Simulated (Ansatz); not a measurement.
# Lattice dynamics of In3Sb (model cell, started as BiF3 type)

How does In3Sb (model cell, started as BiF3 type) vibrate, and is this structure a minimum?

Main program and level: Ansatz 0.2.0; DFT PBEsol, scalar-relativistic, plane waves, PAW.

The structure was built from a prototype and need not be the compound's stable phase.

**1. Starting point**

It takes space group Fm-3m (No. 225, cubic). The conventional cell has a = 8.198 Å, b = 8.198 Å, c = 8.198 Å, α = 90.00°, β = 90.00°, γ = 90.00°. Sb has 8 In at 3.55 Å nearest. Nearest to In lie 4 Sb at 3.55 Å and 4 In at 3.55 Å. In has 8 In at 3.55 Å nearest. Farther neighbours are not listed.

**2. Relaxation**

The cell and atoms are relaxed, since residual forces and stress would shift the frequencies.

File input.yaml:

```yaml
crystal:
  lattice:
    - [0.0, 4.09919, 4.09919]
    - [4.09919, 0.0, 4.09919]
    - [4.09919, 4.09919, 0.0]
  atoms:
    - { symbol: Sb, position: [0.0, 0.0, 0.0] }
    - { symbol: In, position: [0.25, 0.25, 0.25] }
    - { symbol: In, position: [0.75, 0.75, 0.75] }
    - { symbol: In, position: [0.5, 0.5, 0.5] }
kpoints:
  mp_grid: { grid: [8, 8, 8] }
hamiltonian:
  xc: pbesol
scf:
  occupations: { method: gaussian, width: 0.1 }
output:
  forces: true
  stress: true
  eigenvalues: true
relax:
  adjacent_minimum: "off"
  f_tol: 0.005
  max_steps: 80
  cell: { stress_tol: 0.05 }
```

The run is started by

```bash
> ansatz run input.yaml --threads 4 --pin off --max-ram 7168MiB --backend cpu --events-out ev --progress --plain --runs-dir out
```

Numbers of over 12 decimals in the logs are rounded to 6 here.

The program printed:

```text
Engine: ansatz 0.2.0, aarch64-unknown-linux-gnu
Pseudopotentials: kind: paw
Pseudopotential: Sb, paw, valence charge 15, recommended cutoff 420 eV (normal), Sb.paw.azcp
Pseudopotential: In, paw, valence charge 13, recommended cutoff 420 eV (normal), In.paw.azcp
Functional definition: PBEsol
  exchange = pbesol_x
  correlation = pbesol_c
Crystal: 4 atoms, lattice volume = 137.760 Å³
Basis set: ecut = 420 eV, 2733 PW (Γ), exchange–correlation on 80×80×80 points (8 copies of the dense FFT grid, shifted against one another)
Bands: 33, of which v1, the nominal top of the filled ones, is band 27 counted from 1 (26 counted from 0)
Symmetry: 48 space group operations
Space group: Fm-3m (ITA 225), of the structure as read, at distance tolerance 5.2e-5 Å
k-points: 29 of 512
Non-local potential: Sb, projectors of the file, l = 0: 2, l = 1: 2, l = 2: 2, l = 3: 2
Non-local potential: In, projectors of the file, l = 0: 2, l = 1: 2, l = 2: 2, l = 3: 2
PAW form: soft (Blöchl's): semilocal exchange-correlation on the pseudo side does not see the compensation charge
PAW frozen core: Sb, regenerated for the run's functional, and the local potential with it (the file was generated under x = pbe(κ = 0.804, μ = 0.219515), c = pbe(β = 0.066725))
PAW frozen core: In, regenerated for the run's functional, and the local potential with it (the file was generated under x = pbe(κ = 0.804, μ = 0.219515), c = pbe(β = 0.066725))
PAW one-centre angular grid: Sb, 590 points (default); XC on 64 Gauss nodes
PAW one-centre angular grid: In, 590 points (default); XC on 64 Gauss nodes
Initial density: superposition of atomic densities (neutral atoms: chi_scale 0, normalization atom), corrected by the library's trained network
Initial wavefunctions: pseudopotential atomic-orbital guess
Functional: x = pbesol(κ = 0.804, μ = 0.123457), c = pbesol(β = 0.046)
SCF iter   1: F=—  HF=-22983.349719 eV  |F-HF|=—  |Δ(HF+E_count)|=         —  Δρ=2.62e-3  dr2=2.37e-2  ethr=1.77e-3  ⟨swp⟩=6.8  Hψ=3942  notcnv=0
preconditioner: auto → Kerker (q_TF=auto, 2.334 Å⁻¹)  [metal: Δε(μ)=0.095 eV  Ē_g=13.252 eV  σ=0.100 eV  W_gap=0.47  n_scr=26 (ndim 8)  ℏωp=21.0 eV  f_vac=0.000  D(μ)=1.82/eV (n_scr^D=14)]
SCF iter   2: F=—  HF=-22983.340969 eV  |F-HF|=—  |Δ(HF+E_count)|=   8.75e-3  Δρ=1.60e-3  dr2=8.79e-3  ethr=4.39e-5  ⟨swp⟩=1.1  Hψ=1192  notcnv=0
preconditioner: auto → Resta (q_TF=auto, 2.334 Å⁻¹)  ε∞=3.5  [insulator: Δε(μ)=0.102 eV  Ē_g=13.268 eV  σ=0.100 eV  W_gap=0.51  n_scr=26 (ndim 8)  ℏωp=21.0 eV  f_vac=0.000  D(μ)=1.81/eV (n_scr^D=14)  ε∞_Penn≈3.5]
SCF iter   3: F=—  HF=-22983.339160 eV  |F-HF|=—  |Δ(HF+E_count)|=   1.81e-3  Δρ=8.66e-4  dr2=6.86e-4  ethr=1.63e-5  ⟨swp⟩=2.0  Hψ=1567  notcnv=0
SCF iter   4: F=—  HF=-22983.338818 eV  |F-HF|=—  |Δ(HF+E_count)|=   3.42e-4  Δρ=1.96e-4  dr2=5.91e-5  ethr=1.27e-6  ⟨swp⟩=2.0  Hψ=1485  notcnv=0
SCF iter   5: F=—  HF=-22983.338814 eV  |F-HF|=—  |Δ(HF+E_count)|=   4.37e-6  Δρ=9.79e-5  dr2=1.70e-5  ethr=1.09e-7  ⟨swp⟩=2.0  Hψ=1716  notcnv=0
SCF iter   6: F=—  HF=-22983.338808 eV  |F-HF|=—  |Δ(HF+E_count)|=   5.48e-6  Δρ=3.24e-5  dr2=1.77e-6  ethr=3.16e-8  ⟨swp⟩=2.0  Hψ=1681  notcnv=0
SCF iter   7: F=—  HF=-22983.338808 eV  |F-HF|=—  |Δ(HF+E_count)|=   5.99e-7  Δρ=9.24e-6  dr2=1.19e-7  ethr=3.27e-9  ⟨swp⟩=2.4  Hψ=1561  notcnv=0
SCF iter   8: F=-22983.338808 eV  HF=-22983.338808 eV  |F-HF|=4.89e-9  |Δ(HF+E_count)|=   4.55e-8  Δρ=2.05e-6  dr2=4.58e-9  ethr=1.85e-10  ⟨swp⟩=7.3  Hψ=3858  notcnv=0
SCF 1 converged in 8 iterations: F = -22983.338808 eV  dr2 = 4.58e-9
  greatest PAW one-centre occupation: 0.996 electrons in one spin orbital (limit 2), on the Sb atom at site 0 (counted from 0), in its partial waves of l = 2
relax step   1: F+E_penalty+E_count = -22983.33880778 eV  Δ(F+E_penalty+E_count) = +0.000e0 eV  max|allowed force component| = 1.388e-17 eV/Å  Δτ_max = 0.0000 Å  P = -6.236 GPa  Ω = 137.760 Å³  (8 SCF iters, dr2 threshold 1.00e-7 eV, accepted)
Crystal: 4 atoms, lattice volume = 118.265 Å³
Basis set: ecut = 420 eV, 2277 PW (Γ), exchange–correlation on 80×80×80 points (8 copies of the dense FFT grid, shifted against one another)
Initial density: handed on by an earlier stage of this run
Initial wavefunctions: those handed on with the density
iter 1 solved again at ethr=8.69e-5 eV; its pass at ethr=3.10e-3 eV (dr2=4.69e-2 eV) is discarded
SCF iter   1: F=—  HF=-22984.016427 eV  |F-HF|=—  |Δ(HF+E_count)|=         —  Δρ=3.67e-3  dr2=4.81e-2  ethr=8.69e-5  ⟨swp⟩=1.0  Hψ=5636  notcnv=0
preconditioner: auto → Kerker (q_TF=auto, 2.394 Å⁻¹)  [metal: Δε(μ)=0.030 eV  Ē_g=13.637 eV  σ=0.100 eV  W_gap=0.16  n_scr=26 (ndim 8)  ℏωp=22.6 eV  f_vac=0.000  D(μ)=2.49/eV (n_scr^D=14)]
SCF iter   2: F=—  HF=-22984.007722 eV  |F-HF|=—  |Δ(HF+E_count)|=   8.70e-3  Δρ=2.22e-3  dr2=1.67e-2  ethr=8.69e-5  ⟨swp⟩=1.1  Hψ=962  notcnv=0
SCF iter   3: F=—  HF=-22984.003685 eV  |F-HF|=—  |Δ(HF+E_count)|=   4.04e-3  Δρ=3.12e-4  dr2=1.56e-4  ethr=3.09e-5  ⟨swp⟩=2.0  Hψ=1126  notcnv=0
SCF iter   4: F=—  HF=-22984.003719 eV  |F-HF|=—  |Δ(HF+E_count)|=   3.37e-5  Δρ=1.23e-4  dr2=1.92e-5  ethr=2.89e-7  ⟨swp⟩=2.9  Hψ=1779  notcnv=0
SCF iter   5: F=—  HF=-22984.003721 eV  |F-HF|=—  |Δ(HF+E_count)|=   2.29e-6  Δρ=1.92e-5  dr2=8.45e-7  ethr=3.55e-8  ⟨swp⟩=2.0  Hψ=1157  notcnv=0
SCF iter   6: F=-22984.003721 eV  HF=-22984.003721 eV  |F-HF|=1.44e-8  |Δ(HF+E_count)|=   1.77e-7  Δρ=3.92e-6  dr2=2.10e-8  ethr=7.41e-10  ⟨swp⟩=7.0  Hψ=4409  notcnv=0
SCF 2 converged in 6 iterations: F = -22984.003721 eV  dr2 = 2.10e-8
relax step   2: F+E_penalty+E_count = -22984.00372114 eV  Δ(F+E_penalty+E_count) = -6.649e-1 eV  max|allowed force component| = 8.905e-17 eV/Å  Δτ_max = 0.0000 Å  P = -4.198 GPa  Ω = 118.265 Å³  energy of the carried Pulay correction = +3.601e-3 eV  (6 SCF iters, dr2 threshold 4.00e-7 eV, accepted)
Crystal: 4 atoms, lattice volume = 100.984 Å³
Basis set: ecut = 420 eV, 1989 PW (Γ), exchange–correlation on 80×80×80 points (8 copies of the dense FFT grid, shifted against one another)
iter 1 solved again at ethr=5.20e-5 eV; its pass at ethr=3.10e-3 eV (dr2=2.81e-2 eV) is discarded
SCF iter   1: F=—  HF=-22984.204148 eV  |F-HF|=—  |Δ(HF+E_count)|=         —  Δρ=3.62e-3  dr2=2.87e-2  ethr=5.20e-5  ⟨swp⟩=1.1  Hψ=5700  notcnv=0
preconditioner: auto → Kerker (q_TF=auto, 2.458 Å⁻¹)  [metal: Δε(μ)=0.022 eV  Ē_g=14.123 eV  σ=0.100 eV  W_gap=0.13  n_scr=26 (ndim 8)  ℏωp=24.5 eV  f_vac=0.000  D(μ)=1.76/eV (n_scr^D=14)]
SCF iter   2: F=—  HF=-22984.198333 eV  |F-HF|=—  |Δ(HF+E_count)|=   5.82e-3  Δρ=2.27e-3  dr2=1.07e-2  ethr=5.20e-5  ⟨swp⟩=1.0  Hψ=957  notcnv=0
SCF iter   3: F=—  HF=-22984.195506 eV  |F-HF|=—  |Δ(HF+E_count)|=   2.83e-3  Δρ=3.28e-4  dr2=1.39e-4  ethr=1.99e-5  ⟨swp⟩=2.0  Hψ=1134  notcnv=0
SCF iter   4: F=—  HF=-22984.195514 eV  |F-HF|=—  |Δ(HF+E_count)|=   8.21e-6  Δρ=1.12e-4  dr2=9.18e-6  ethr=2.57e-7  ⟨swp⟩=2.8  Hψ=1788  notcnv=0
SCF iter   5: F=—  HF=-22984.195516 eV  |F-HF|=—  |Δ(HF+E_count)|=   1.83e-6  Δρ=1.77e-5  dr2=4.88e-7  ethr=1.70e-8  ⟨swp⟩=2.0  Hψ=1171  notcnv=0
SCF iter   6: F=-22984.195516 eV  HF=-22984.195516 eV  |F-HF|=1.48e-8  |Δ(HF+E_count)|=   1.70e-7  Δρ=4.07e-6  dr2=1.91e-8  ethr=7.41e-10  ⟨swp⟩=7.0  Hψ=4399  notcnv=0
SCF 3 converged in 6 iterations: F = -22984.195516 eV  dr2 = 1.91e-8
relax step   3: F+E_penalty+E_count = -22984.19551609 eV  Δ(F+E_penalty+E_count) = -1.918e-1 eV  max|allowed force component| = 1.295e-16 eV/Å  Δτ_max = 0.0000 Å  P = +1.692 GPa  Ω = 100.984 Å³  energy of the carried Pulay correction = +7.735e-3 eV  (6 SCF iters, dr2 threshold 4.00e-7 eV, accepted)
[...]
relax step   4: F+E_penalty+E_count = -22984.21056504 eV  Δ(F+E_penalty+E_count) = -1.505e-2 eV  max|allowed force component| = 1.191e-16 eV/Å  Δτ_max = 0.0000 Å  P = -0.415 GPa  Ω = 105.408 Å³  energy of the carried Pulay correction = +6.570e-3 eV  (5 SCF iters, dr2 threshold 4.00e-7 eV, accepted)
[...]
relax step   5: F+E_penalty+E_count = -22984.21207742 eV  Δ(F+E_penalty+E_count) = -1.512e-3 eV  max|allowed force component| = 1.226e-16 eV/Å  Δτ_max = 0.0000 Å  P = -0.036 GPa  Ω = 104.507 Å³  energy of the carried Pulay correction = +6.801e-3 eV  (4 SCF iters, dr2 threshold 4.00e-7 eV, accepted)
[...]
relax step   6: F+E_penalty+E_count = -22984.20778054 eV  Δ(F+E_penalty+E_count) = +4.297e-3 eV  max|allowed force component| = 1.110e-16 eV/Å  Δτ_max = 0.0000 Å  P = -0.070 GPa  Ω = 104.507 Å³  stress off target by 7.00e-2 GPa  SCF on the basis re-selected at this cell (its energy is not comparable with the rows above)  (7 SCF iters)
[...]
relax step   7: F+E_penalty+E_count = -22984.20785344 eV  Δ(F+E_penalty+E_count) = -7.290e-5 eV  max|allowed force component| = 1.226e-16 eV/Å  Δτ_max = 0.0000 Å  P = -0.002 GPa  Ω = 104.351 Å³  energy of the carried Pulay correction = +3.774e-5 eV  (4 SCF iters, dr2 threshold 1.23e-8 eV, accepted)
iter 1 solved again at ethr=3.77e-7 eV; its pass at ethr=3.10e-3 eV (dr2=2.03e-4 eV) is discarded
SCF iter   1: F=—  HF=-22984.207830 eV  |F-HF|=—  |Δ(HF+E_count)|=         —  Δρ=1.72e-6  dr2=2.57e-9  ethr=3.77e-7  ⟨swp⟩=3.0  Hψ=6681  notcnv=0
eigensolver tolerance schedule: the retry pair's looser diagonalisation over-reported the residual by 78995.50 of it (diagonalisation noise at an unbounded share of the residual, at the tolerance the schedule requests for it); recorded, not acted on — ethr = c·dr2/N_el stays at c = 1.0e-1
preconditioner: auto → Kerker (q_TF=auto, 2.445 Å⁻¹)  [metal: Δε(μ)=0.030 eV  Ē_g=14.034 eV  σ=0.100 eV  W_gap=0.17  n_scr=26 (ndim 8)  ℏωp=24.1 eV  f_vac=0.000  D(μ)=2.08/eV (n_scr^D=14)]
SCF iter   2: F=—  HF=-22984.207830 eV  |F-HF|=—  |Δ(HF+E_count)|=   3.19e-7  Δρ=1.48e-6  dr2=9.94e-10  ethr=4.77e-12  ⟨swp⟩=3.6  Hψ=2674  notcnv=0
SCF iter   3: F=—  HF=-22984.207830 eV  |F-HF|=—  |Δ(HF+E_count)|=  2.15e-10  Δρ=7.13e-7  dr2=3.45e-10  ethr=1.84e-12  ⟨swp⟩=2.6  Hψ=1412  notcnv=0
SCF iter   4: F=—  HF=-22984.207830 eV  |F-HF|=—  |Δ(HF+E_count)|=  2.18e-11  Δρ=2.40e-7  dr2=4.67e-11  ethr=1.00e-12  ⟨swp⟩=2.1  Hψ=1606  notcnv=0
SCF iter   5: F=-22984.207830 eV  HF=-22984.207830 eV  |F-HF|=7.28e-12  |Δ(HF+E_count)|=  7.28e-12  Δρ=7.64e-8  dr2=3.33e-12  ethr=1.00e-12  ⟨swp⟩=4.6  Hψ=3389  notcnv=0
SCF 8 converged in 5 iterations: F = -22984.207830 eV  dr2 = 3.33e-12
relax step   8: F+E_penalty+E_count = -22984.20782991 eV  Δ(F+E_penalty+E_count) = +2.353e-5 eV  max|allowed force component| = 1.122e-16 eV/Å  Δτ_max = 0.0000 Å  P = -0.002 GPa  Ω = 104.351 Å³  stress off target by 1.95e-3 GPa  SCF on the basis re-selected at this cell (its energy is not comparable with the rows above)  (5 SCF iters)
basis re-selected at this cell: Δ(F+E_penalty+E_count) = +2.353e-5 eV, ΔP = +0.000 GPa vs the last step (what re-selecting the basis moved, of the pressure what is left beyond the Pulay correction that the steps carried, after the strain that the cell walked since its last selection, with what the two solves' SCF thresholds leave and, on support functions, any second-order correction that the steps lacked; it is no m [...]
SCF converged after 5 iterations
Free energy (F): -22984.207830 eV
Harris-Foulkes:  -22984.207830 eV  (|F-HF|=7.28e-12)
Internal energy: -22984.197421 eV  (E = F + TS)
E sigma→0 (E₀):  -22984.202626 eV
Entropy (-TS):   -0.010408 eV (-2.602 meV/atom)
Fermi energy:    10.676764 eV
--- Per-component energies (eV) ---
  E_band       = -213.449982
  E_kinetic    = 932.382971
  E_local      = -4650.671576  (includes V_loc(G=0)·N_el)
  E_nonlocal   = 1465.746750
  E_hartree    = 1912.675974
  E_xc         = -780.602131
  E_vxc        = -399.009429  (∫ρ·V_xc dr)
  E_paw        = -16742.345840  (= ΣΔE_a)
  E_vpaw       = -1387.250788  (= ΣTr[D̂ρ^β])
  E_aug_tail   = 0.000075  (compensation charges beyond the density's cutoff)
  E_ewald      = -5122.423209
  E_core_change = 1.039565  (= ΣΔE_core)
  E_smearing   = -0.010408  (= −TS)
  E_closure    = -0.000000  (closes the sum)
  Σ components = -22984.207830   (vs F -22984.207830, Δ=0.00e0)
--- Forces (eV/Å), atoms counted from 1 ---
  atom   1  Sb    -0.00000000    -0.00000000     0.00000000
  atom   2  In     0.00000000    -0.00000000    -0.00000000
  atom   3  In     0.00000000     0.00000000     0.00000000
  atom   4  In     0.00000000    -0.00000000    -0.00000000
  max |Σ_I F_I| component: 2.31e-17 eV/Å
--- Stress (GPa, compression-positive) ---
       -0.001951      -0.000000      -0.000000
       -0.000000      -0.001951      -0.000000
       -0.000000       0.000000      -0.001951
  P = ⅓ Tr σ = -0.0020 GPa (-0.020 kbar)
--- Band table (eV; the first three rows and the last of 29) ---
  k-point 0: bands = [... 23 lower, 8.8905, 8.8905, 8.8905, 10.3346, 10.3346, 10.3346, 10.7616, 11.4109, ... 2 higher]
  k-point 1: bands = [... 23 lower, 8.6994, 8.6994, 8.9377, 9.6772, 10.4904, 10.4904, 11.3830, 11.3830, ... 2 higher]
  k-point 2: bands = [... 23 lower, 8.4297, 8.4297, 8.7546, 9.7417, 10.1655, 10.1655, 12.0985, 12.0985, ... 2 higher]
  k-point 28: bands = [... 23 lower, 4.4388, 9.2084, 9.5453, 9.9837, 9.9837, 13.7406, 13.7406, 15.2041, ... 2 higher]
--- Relaxed structure (6 steps of the walk, 6 accepted, 2 SCFs on fresh bases) ---
  F+E_penalty+E_count = -22984.20782991 eV   max|allowed force component| = 1.122e-16 eV/Å   (the final SCF, on the basis selected at the relaxed cell)
  cell:  # Å, volume = 104.3505 Å³
    - [0, 3.736700, 3.736700]
    - [3.736700, 0, 3.736700]
    - [3.736700, 3.736700, 0]
  atoms:
    - { symbol: Sb, position: [0, 0, 0] }
    - { symbol: In, position: [0.25, 0.25, 0.25] }
    - { symbol: In, position: [0.75, 0.75, 0.75] }
    - { symbol: In, position: [0.5, 0.5, 0.5] }
```

The job ended after 12 s (4 threads of Arm Neoverse V2, shared host; peak memory 0.53 GiB; 46 s of CPU time).

The steps of the relaxation:

| step | energy less that of the first step (eV) | largest force component (eV/Å) | pressure (GPa) | volume (Å³) |
| --- | --- | --- | --- | --- |
| 1 | 0.0000 | 0.0000 | -6.24 | 137.76 |
| 2 | -0.6649 | 0.0000 | -4.20 | 118.27 |
| 3 | -0.8567 | 0.0000 | 1.69 | 100.98 |
| 4 | -0.8718 | 0.0000 | -0.42 | 105.41 |
| 5 | -0.8733 | 0.0000 | -0.04 | 104.51 |
| 6* | -0.8690 | 0.0000 | -0.07 | 104.51 |
| 7 | -0.8690 | 0.0000 | 0.00 | 104.35 |
| 8* | -0.8690 | 0.0000 | 0.00 | 104.35 |

Relaxation steps marked * repeat the geometry before them on a plane-wave basis chosen anew for their cell, so energy and pressure can jump there.

Forces are held to the 48 operations that the run works with; a distortion that breaks them can't arise in this run.

```csv
"conventional cell, symmetrised",before,after,change
a (Å),8.198,7.473,-8.8 %
b (Å),8.198,7.473,-8.8 %
c (Å),8.198,7.473,-8.8 %
volume (Å³/atom),34.44,26.09,-24.3 %
```

Final coordinates:

```xyz
4
Lattice="0.0000 3.7367 3.7367 3.7367 0.0000 3.7367 3.7367 3.7367 0.0000" Properties=species:S:1:pos:R:3 pbc="T T T"
Sb    0.0000    0.0000    0.0000
In    1.8683    1.8683    1.8683
In    5.6050    5.6050    5.6050
In    3.7367    3.7367    3.7367
```

This step gave:

- pressure: -0.001951 GPa
- volume per atom: 26.09 Å³
- gap on the k-mesh: 0 eV

In this step the volume went from 34.44 to 26.09 Å³/atom.

**3. Bringing the structure to rest**

The relaxation is repeated from its end on the same settings, as a check that it has come to rest.

input.yaml, as its differences from that of step 2:

```diff
@@ -2,5 +2,5 @@
   lattice:
-    - [0.0, 4.09919, 4.09919]
-    - [4.09919, 0.0, 4.09919]
-    - [4.09919, 4.09919, 0.0]
+    - [0.0, 3.7366996105, 3.7366996105]
+    - [3.7366996105, 0.0, 3.7366996105]
+    - [3.7366996105, 3.7366996105, 0.0]
   atoms:
```

The program printed:

```text
[...]
Crystal: 4 atoms, lattice volume = 104.351 Å³
Basis set: ecut = 420 eV, 2085 PW (Γ), exchange–correlation on 72×72×72 points (8 copies of the dense FFT grid, shifted against one another)
Bands: 33, of which v1, the nominal top of the filled ones, is band 27 counted from 1 (26 counted from 0)
Symmetry: 48 space group operations
[...]
k-points: 29 of 512
[...]
--- Relaxed structure (1 steps of the walk, 1 accepted, 1 SCFs on fresh bases) ---
[...]
cell:  # Å, volume = 104.3505 Å³
    - [0.0, 3.7366996105, 3.7366996105]
    - [3.7366996105, 0.0, 3.7366996105]
    - [3.7366996105, 3.7366996105, 0.0]
  atoms:
    - { symbol: Sb, position: [0.0, 0.0, 0.0] }
    - { symbol: In, position: [0.25, 0.25, 0.25] }
    - { symbol: In, position: [0.75, 0.75, 0.75] }
    - { symbol: In, position: [0.5, 0.5, 0.5] }
[key lines of the parts left out:]
SCF converged after 5 iterations
Free energy (F): -22984.207830 eV
Fermi energy:    10.676764 eV
P = ⅓ Tr σ = -0.0020 GPa (-0.020 kbar)
```

It took 3 s on 4 threads; peak memory 0.47 GiB.

Little changed from the start: no atom moved by 0.005 Å and no cell edge by 0.1 %.

In this step the volume went from 26.09 to 26.09 Å³/atom.

**4. Relaxing to small forces for the phonons**

Phonons need a cell at rest on their own settings, so the relaxation is repeated with tight tolerances on forces and stress, using the mesh and the filling of the phonon run that follows.

input.yaml, as its differences from that of step 3:

```diff
@@ -15,3 +15,3 @@
 scf:
-  occupations: { method: gaussian, width: 0.1 }
+  occupations: { method: methfessel_paxton, width: 0.15 }
 output:
@@ -22,4 +22,4 @@
   adjacent_minimum: "off"
-  f_tol: 0.005
-  max_steps: 80
-  cell: { stress_tol: 0.05 }
+  f_tol: 0.001
+  max_steps: 60
+  cell: { stress_tol: 0.01 }
```

The program printed:

```text
[...]
Crystal: 4 atoms, lattice volume = 104.351 Å³
Basis set: ecut = 420 eV, 2085 PW (Γ), exchange–correlation on 72×72×72 points (8 copies of the dense FFT grid, shifted against one another)
Bands: 33, of which v1, the nominal top of the filled ones, is band 27 counted from 1 (26 counted from 0)
Symmetry: 48 space group operations
[...]
k-points: 29 of 512
[...]
--- Relaxed structure (1 steps of the walk, 1 accepted, 1 SCFs on fresh bases) ---
[...]
cell:  # Å, volume = 104.3505 Å³
    - [0.0, 3.7366996105, 3.7366996105]
    - [3.7366996105, 0.0, 3.7366996105]
    - [3.7366996105, 3.7366996105, 0.0]
  atoms:
    - { symbol: Sb, position: [0.0, 0.0, 0.0] }
    - { symbol: In, position: [0.25, 0.25, 0.25] }
    - { symbol: In, position: [0.75, 0.75, 0.75] }
    - { symbol: In, position: [0.5, 0.5, 0.5] }
[key lines of the parts left out:]
SCF converged after 7 iterations
Free energy (F): -22984.203275 eV
Fermi energy:    10.679058 eV
P = ⅓ Tr σ = -0.0073 GPa (-0.073 kbar)
```

Elapsed: 3.3 s, on 4 threads; peak memory 0.46 GiB.

Little changed from the start: no atom moved by 0.005 Å and no cell edge by 0.1 %.

Numbers from this step:

```yaml
pressure: -0.007255 GPa
```

The forces vanish by symmetry and the pressure is -0.007 GPa, within the tolerances set. The cell now holds 26.09 Å³/atom.

(Continued in part 2 of 2.)

[Logs are printed without paths, hosts, clocks, repeated set-up lines and the standing remarks that a program may print on its own settings, such as how far it seeks lower states.]

[Hosts, paths, dates, database ids (printed as entryN), source tags and the programs' standing remarks are cut or masked in the printed files.]
